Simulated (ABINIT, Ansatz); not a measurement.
# Tm (P6_3/mmc): from the cell to the phonon bands

How does Tm (P6_3/mmc) vibrate, and is this structure a minimum?

Main program and level: ABINIT 10.8.3; DFT PBE, scalar-relativistic, plane waves, PseudoDojo norm-conserving, 4f in core pseudopotentials.

### 1. Starting point

It takes space group P6_3/mmc (No. 194, hexagonal). The conventional cell has a = 3.538 Å, b = 3.538 Å, c = 5.555 Å, α = 90.00°, β = 90.00°, γ = 120.00°. Nearest to Tm lie 12 Tm at 3.45 to 3.54 Å.

### 2. A probe with smearing

A first run with smearing and empty bands tells whether the crystal has a gap, which decides between fixed occupations and smearing later on.

probe.abi

```
# ground state
tolvrs 1.0d-08
prtden 1
prtwf 1

# basis, mesh and filling
ecut 21.0
ngkpt 6 6 4
nshiftk 1
shiftk 0.0 0.0 0.0
istwfk *1
occopt 7
tsmear 0.005
nband 18
nstep 100
diemac 9.0
prtebands 0
prtgsr 0

# cell and atoms
acell 6.684906166 6.684906166 10.49667273
rprim 
    1.0 0.0 0.0
    -0.5 0.8660254038 0.0
    0.0 0.0 1.0
ntypat 1
znucl 69
natom 2
typat 1 1
xred 
    1/3 2/3 0.25
    2/3 1/3 0.75
pp_dirpath "./pseudo"
pseudos "Tm.upf"
```

Launch:

```sh
> OMP_NUM_THREADS=1 mpirun -n 8 abinit probe.abi > probe.log
```

Numbers of over 12 decimals in the logs are rounded to 6 here.

probe.abo, the main output file:

```text
[banners, grids, parts of the stress and lines that vanish by symmetry left out]
- input  file    -> probe.abi
- output file    -> probe.abo
- root for input  files -> probei
[...]
Symmetries : space group P6_3/m m c (#194); Bravais hP (primitive hexag.)
[...]
mpw =        1884          nfft =       40500          nkpt =          21
[...]
== DATASET  1 ==================================================================
[...]
cutoff_energies: {ecut:  21.0, pawecutdg:  -1.0, }
[...]
ETOT  1  -91.680577459500    -9.168E+01 4.749E-02 4.735E+00
 ETOT  2  -91.712178230864    -3.160E-02 4.573E-03 9.980E-02
 ETOT  3  -91.712215944687    -3.771E-05 7.076E-04 1.235E-03
 ETOT  4  -91.712216209303    -2.646E-07 3.369E-04 8.944E-06
 ETOT  5  -91.712216211616    -2.313E-09 3.453E-04 1.807E-07
 ETOT  6  -91.712216211660    -4.442E-11 1.681E-04 4.821E-10
 At SCF step    6       vres2   =  4.82E-10 < tolvrs=  1.00E-08 =>converged.
[...]
sigma(1 1)=  8.29782900E-05  sigma(3 2)=  0.00000000E+00
  sigma(2 2)=  8.29782898E-05  sigma(3 1)=  0.00000000E+00
  sigma(3 3)=  1.20518990E-04  sigma(2 1)=  0.00000000E+00
[...]
convergence: {deltae: -4.442E-11, res2:  4.821E-10, residm:  1.681E-04, diffor: null, }
etotal    :  -9.17122162E+01
[...]
sigma(1 1)=  8.29782900E-05  sigma(3 2)=  0.00000000E+00
  sigma(2 2)=  8.29782898E-05  sigma(3 1)=  0.00000000E+00
  sigma(3 3)=  1.20518990E-04  sigma(2 1)=  0.00000000E+00
[...]
- sigma(1 1)=  2.44130558E+00  sigma(3 2)=  0.00000000E+00
- sigma(2 2)=  2.44130557E+00  sigma(3 1)=  0.00000000E+00
- sigma(3 3)=  3.54579109E+00  sigma(2 1)=  0.00000000E+00
[...]
fcart      8.0558953448E-29 -9.3021466916E-29 -0.0000000000E+00
           strten      8.2978290043E-05  8.2978289773E-05  1.2051898960E-04
================================================================================

[key lines of the parts left out:]
pressure_GPa:  -2.8095E+00
```

Run time: 3.4 s. Hardware: 8 MPI ranks of AMD EPYC 9B45 (Zen 5), shared host.

Numbers from this step:

* volume per atom: 30.10 Å³
* pressure: -2.809 GPa
* gap on the k-mesh: 0 eV

No gap opens on this mesh, so smearing is kept; the printed pressure holds the stress of the finite basis too.

### 3. Relaxing the cell and atoms

The harmonic expansion needs vanishing forces, and a free crystal bears no stress, so cell and atoms are brought to rest. Stress is more sensitive to the basis than forces are: the last 3 Ha under the cutoff are smoothed with ecutsm, and the cutoff is raised above that of the later runs.

relax.abi

```
# relaxation
ionmov 2
optcell 2
dilatmx 1.08
ntime 40
tolmxf 1.0d-05
tolvrs 1.0d-14
prtwf 0
prtden 0
chksymtnons 0

# basis, mesh and filling
ecut 27.0
ecutsm 3.0
ngkpt 9 9 6
nshiftk 1
shiftk 0.0 0.0 0.0
istwfk *1
occopt 7
tsmear 0.01
nband 18
nstep 100
diemac 1000000.0
prtebands 0
prtgsr 0

# cell and atoms
acell 6.684906166 6.684906166 10.49667273
rprim 
    1.0 0.0 0.0
    -0.5 0.8660254038 0.0
    0.0 0.0 1.0
ntypat 1
znucl 69
natom 2
typat 1 1
xred 
    1/3 2/3 0.25
    2/3 1/3 0.75
pp_dirpath "./pseudo"
pseudos "Tm.upf"
```

Launch:

```sh
> OMP_NUM_THREADS=1 mpirun -n 8 abinit relax.abi > relax.log
```

relax.abo, the main output file:

```text
[banners, grids, parts of the stress and lines that vanish by symmetry left out]
- input  file    -> relax.abi
- output file    -> relax.abo
- root for input  files -> relaxi
[...]
Symmetries : space group P6_3/m m c (#194); Bravais hP (primitive hexag.)
[...]
mpw =        3471          nfft =       69984          nkpt =          48
[...]
== DATASET  1 ==================================================================
[...]
cutoff_energies: {ecut:  27.0, pawecutdg:  -1.0, }
[...]
ETOT  1  -91.680986980428    -9.168E+01 5.076E-02 7.323E+00
 ETOT  2  -91.718241129927    -3.725E-02 5.764E-03 8.487E-02
 ETOT  3  -91.718258482165    -1.735E-05 1.290E-03 3.912E-03
 ETOT  4  -91.718259030288    -5.481E-07 5.739E-04 2.805E-05
 ETOT  5  -91.718259033253    -2.965E-09 3.124E-04 3.877E-07
[...]
At SCF step    9       vres2   =  7.59E-15 < tolvrs=  1.00E-14 =>converged.
[...]
sigma(1 1)= -3.18912765E-06  sigma(3 2)=  0.00000000E+00
  sigma(2 2)= -3.18912792E-06  sigma(3 1)=  0.00000000E+00
  sigma(3 3)=  9.49829526E-06  sigma(2 1)=  0.00000000E+00
[...]
convergence: {deltae:  1.236E-12, res2:  7.588E-15, residm:  1.127E-04, diffor: null, }
etotal    :  -9.17182590E+01
[...]
ETOT  1  -91.718260055029    -9.172E+01 2.138E-03 1.328E-03
[...]
At SCF step    7       vres2   =  9.93E-15 < tolvrs=  1.00E-14 =>converged.
[...]
sigma(1 1)= -3.04446833E-06  sigma(3 2)=  0.00000000E+00
  sigma(2 2)= -3.04446859E-06  sigma(3 1)=  0.00000000E+00
  sigma(3 3)=  8.79781052E-06  sigma(2 1)=  0.00000000E+00
[...]
convergence: {deltae:  2.132E-13, res2:  9.931E-15, residm:  2.360E-05, diffor: null, }
etotal    :  -9.17182603E+01
[...]
ETOT  1  -91.718217985856    -9.172E+01 5.547E-02 2.402E-01
[...]
At SCF step    9       vres2   =  9.02E-17 < tolvrs=  1.00E-14 =>converged.
[...]
sigma(1 1)= -9.38554039E-07  sigma(3 2)=  0.00000000E+00
  sigma(2 2)= -9.38554306E-07  sigma(3 1)=  0.00000000E+00
  sigma(3 3)= -7.15104236E-07  sigma(2 1)=  0.00000000E+00
[...]
convergence: {deltae: -2.274E-13, res2:  9.020E-17, residm:  9.266E-07, diffor: null, }
etotal    :  -9.17182688E+01
[...]
ETOT  1  -91.718268845237    -9.172E+01 4.423E-07 1.738E-04
[...]
At SCF step    7       vres2   =  4.74E-16 < tolvrs=  1.00E-14 =>converged.
[...]
sigma(1 1)= -8.23735278E-07  sigma(3 2)=  0.00000000E+00
  sigma(2 2)= -8.23735545E-07  sigma(3 1)=  0.00000000E+00
  sigma(3 3)= -5.69552993E-07  sigma(2 1)=  0.00000000E+00
[...]
convergence: {deltae: -7.105E-14, res2:  4.741E-16, residm:  1.164E-06, diffor: null, }
etotal    :  -9.17182689E+01
[...]
ETOT  1  -91.718268144026    -9.172E+01 1.039E-06 5.703E-03
[...]
ETOT  7  -91.718268946036     7.105E-14 1.528E-07 1.372E-14
 ETOT  8  -91.718268946036     1.137E-13 9.909E-07 3.921E-16
 At SCF step    8       vres2   =  3.92E-16 < tolvrs=  1.00E-14 =>converged.
[...]
sigma(1 1)= -2.35456093E-08  sigma(3 2)=  0.00000000E+00
  sigma(2 2)= -2.35458763E-08  sigma(3 1)=  0.00000000E+00
  sigma(3 3)=  2.72814902E-08  sigma(2 1)=  0.00000000E+00
[...]
convergence: {deltae:  1.137E-13, res2:  3.921E-16, residm:  9.909E-07, diffor: null, }
etotal    :  -9.17182689E+01
[...]
At Broyd/MD step   5, gradients are converged :
[...]
sigma(1 1)= -2.35456093E-08  sigma(3 2)=  0.00000000E+00
  sigma(2 2)= -2.35458763E-08  sigma(3 1)=  0.00000000E+00
  sigma(3 3)=  2.72814902E-08  sigma(2 1)=  0.00000000E+00
[...]
- sigma(1 1)= -6.92735743E-04  sigma(3 2)=  0.00000000E+00
- sigma(2 2)= -6.92743598E-04  sigma(3 1)=  0.00000000E+00
- sigma(3 3)=  8.02649154E-04  sigma(2 1)=  0.00000000E+00
[...]
fcart      7.0373615995E-29  1.1028204237E-28 -0.0000000000E+00
           strten     -2.3545609328E-08 -2.3545876312E-08  2.7281490239E-08
================================================================================

[key lines of the parts left out:]
pressure_GPa:   1.9428E-04
Total energy (etotal) [Ha]= -9.17182689460360E+01
```

Run time: 30 s. Hardware: 8 MPI ranks; 3.9 min of CPU time.

Step by step:

```csv
step,energy less that of the first step (eV),largest force (eV/Å),volume (Å³)
1,0.0000,0.0000,60.20
2,0.0000,0.0000,60.19
3,-0.0003,0.0000,60.12
4,-0.0003,0.0000,60.12
5,-0.0003,0.0000,60.15
```

```csv
"conventional cell, symmetrised",before,after,change
a (Å),3.538,3.543,+0.2 %
b (Å),3.538,3.543,+0.2 %
c (Å),5.555,5.532,-0.4 %
volume (Å³/atom),30.10,30.08,-0.1 %
```

Final coordinates:

```cif
data_structure
_symmetry_space_group_name_H-M 'P 1'
_symmetry_Int_Tables_number 1
_cell_length_a 3.5433
_cell_length_b 3.5433
_cell_length_c 5.5324
_cell_angle_alpha 90.000
_cell_angle_beta 90.000
_cell_angle_gamma 120.000
_cell_volume 60.15
loop_
_atom_site_label
_atom_site_type_symbol
_atom_site_fract_x
_atom_site_fract_y
_atom_site_fract_z
_atom_site_occupancy
Tm1 Tm 0.33333 0.66667 0.25000 1
Tm2 Tm 0.66667 0.33333 0.75000 1
```

This step gave:

| Quantity | Value |
| --- | --- |
| volume per atom | 30.08 Å³ |
| pressure | 1.94e-4 GPa |

The volume changes by -0.1 % in this run and stands -0.1 % from the first cell.

### 4. Self-consistent run for the response

The response is built on these wavefunctions, so the potential is converged far more tightly than an energy would need. Smearing stays on, as the first look found no gap above 0.3 eV.

gs.abi

```
# ground state
tolvrs 1.0d-16
prtden 1
prtwf 1

# basis, mesh and filling
ecut 21.0
ngkpt 9 9 6
nshiftk 1
shiftk 0.0 0.0 0.0
istwfk *1
occopt 7
tsmear 0.01
nband 18
nstep 100
diemac 1000000.0
prtebands 0
prtgsr 0

# cell and atoms
acell 6.695874688 6.695874688 10.45467399
rprim 
    1.0 0.0 0.0
    -0.5 0.8660254038 0.0
    0.0 0.0 1.0
ntypat 1
znucl 69
natom 2
typat 1 1
xred 
    1/3 2/3 0.25
    2/3 1/3 0.75
pp_dirpath "./pseudo"
pseudos "Tm.upf"
```

Launch:

```sh
> OMP_NUM_THREADS=1 mpirun -n 8 abinit gs.abi > gs.log
```

gs.abo, the main output file:

```text
[banners, grids, parts of the stress and lines that vanish by symmetry left out]
- input  file    -> gs.abi
- output file    -> gs.abo
- root for input  files -> gsi
[...]
Symmetries : space group P6_3/m m c (#194); Bravais hP (primitive hexag.)
[...]
mpw =        1879          nfft =       40500          nkpt =          48
[...]
== DATASET  1 ==================================================================
[...]
cutoff_energies: {ecut:  21.0, pawecutdg:  -1.0, }
[...]
ETOT  1  -91.677821877970    -9.168E+01 4.645E-02 4.939E+00
 ETOT  2  -91.713289326662    -3.547E-02 5.591E-03 7.626E-02
 ETOT  3  -91.713320662135    -3.134E-05 2.333E-03 8.696E-04
 ETOT  4  -91.713320839557    -1.774E-07 1.165E-03 1.211E-05
 ETOT  5  -91.713320842807    -3.250E-09 1.361E-03 1.675E-07
[...]
ETOT 11  -91.713320842848     1.137E-13 1.339E-04 3.161E-16
 ETOT 12  -91.713320842849    -9.805E-13 1.212E-04 2.898E-18
 At SCF step   12       vres2   =  2.90E-18 < tolvrs=  1.00E-16 =>converged.
[...]
sigma(1 1)=  9.26745543E-05  sigma(3 2)=  0.00000000E+00
  sigma(2 2)=  9.26745541E-05  sigma(3 1)=  0.00000000E+00
  sigma(3 3)=  9.26564295E-05  sigma(2 1)=  0.00000000E+00
[...]
convergence: {deltae: -9.805E-13, res2:  2.898E-18, residm:  1.212E-04, diffor: null, }
etotal    :  -9.17133208E+01
[...]
sigma(1 1)=  9.26745543E-05  sigma(3 2)=  0.00000000E+00
  sigma(2 2)=  9.26745541E-05  sigma(3 1)=  0.00000000E+00
  sigma(3 3)=  9.26564295E-05  sigma(2 1)=  0.00000000E+00
[...]
- sigma(1 1)=  2.72657952E+00  sigma(3 2)=  0.00000000E+00
- sigma(2 2)=  2.72657952E+00  sigma(3 1)=  0.00000000E+00
- sigma(3 3)=  2.72604627E+00  sigma(2 1)=  0.00000000E+00
[...]
fcart      1.0053373714E-29 -1.7412954059E-29 -0.0000000000E+00
           strten      9.2674554337E-05  9.2674554067E-05  9.2656429485E-05
================================================================================

[key lines of the parts left out:]
pressure_GPa:  -2.7264E+00
```

It took 5.7 s on 8 MPI ranks.

Numbers from this step:

```
pressure : -2.726 GPa
```

The cell stands at -2.7 GPa: the relaxation ran with a smoothed and higher cutoff, and the difference is a stress of the finite basis.

[end of part 1 of 3]

[Host names and launcher messages were left out of these logs when they were recorded.]

[Logs are printed without paths, hosts, clocks, repeated set-up lines and the standing remarks that a program may print on its own settings, such as how far it seeks lower states.]

[Hosts, paths, dates, database ids (printed as entryN), source tags and the programs' standing remarks are cut or masked in the printed files.]
